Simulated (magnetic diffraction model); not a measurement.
# Magnetic neutron pattern of CaCr2Os

Space group Cmcm (no. 63), a = 3.9250 Å, b = 9.5350 Å, c = 6.9580 Å.

```
site  atom    x       y       z
  4c    Os    0  0.2180     3/4
  8f    Cr  1/2  0.1438  0.9402
  4c    Ca  1/2  0.4289     3/4
```

The compound is invented for this exercise: a known structure type with other elements, its cell scaled to their sizes and not relaxed.

Only Cr is taken to order (form factors of Cr2+); orders and moment sizes are assumed, and not adapted to the symmetry. Radiation: neutrons of λ = 1.594 Å, 3° to 45°; isotropic B of 0.45 Å² (Os), 0.55 Å² (Cr) and 0.7 Å² (Ca). The intensities are simulated: I ∝ L Σ (|F_N|² + |F_M⊥|²) for unpolarised neutrons, with F_M = 2.695 fm/μB × Σ f(s) S exp(2πi Q·r) exp(−B s²) at Q = H ± k (one set where k and −k are equivalent), only the part normal to Q counting and L = 1/(sin²θ cos θ). For collinear order S is the moment m, which repeats by lattice and centring translations R with the sign exp(−2πi k·R). Form factors are spin-only for 3d ions and dipole or tabulated for f ions, scattering lengths are Sears's of 1992, and absorption is left out. A label names one of the reflections at its angle. The strongest nuclear line in the range is 100, and lines under 0.2 are left out.

Assume the order k = (0 0 0), collinear moments along [110], 2.24 μB on Cr; signs + at (1/2, 0.1438, 0.9402), − at (1/2, 0.1438, 0.5598), − at (0, 0.3562, 0.0598), + at (0, 0.3562, 0.4402).

Predict the pattern, nuclear and magnetic parts apart.

| 2θ (°) | index | nuclear | magnetic |
| --- | --- | --- | --- |
| 19.25 | (0 2 0) | 36.6 | 0.0 |
| 23.38 | (0 2 1) | 6.6 | 22.4 |
| 25.37 | (1 1 0) | 2.0 | 0.0 |
| 26.49 | (0 0 2) | 26.8 | 10.8 |
| 28.68 | (1 1 1) | 36.8 | 31.3 |
| 32.95 | (0 2 2) | 11.2 | 0.4 |
| 37.00 | (1 1 2) | 51.3 | 4.9 |
| 37.65 | (1 3 0) | 0.7 | 0.0 |
| 40.05 | (1 3 1) | 100.0 | 1.7 |
| 41.39 | (0 4 1) | 40.8 | 0.4 |
| 44.93 | (0 2 3) | 6.5 | 1.1 |

The strongest magnetic line in the range is (1 1 1) at 28.68° (31.3). On top of the Lorentz factor, which all lines share, magnetic lines fade with angle because f falls: for Cr2+ it is 0.88, 0.62, 0.37 and 0.09 at sin θ/λ = 0.1, 0.2, 0.3 and 0.5 Å⁻¹, while nuclear lengths stay constant. The order has no net moment.

[Logs are printed without paths, hosts, clocks, repeated set-up lines and the standing remarks that a program may print on its own settings, such as how far it seeks lower states.]
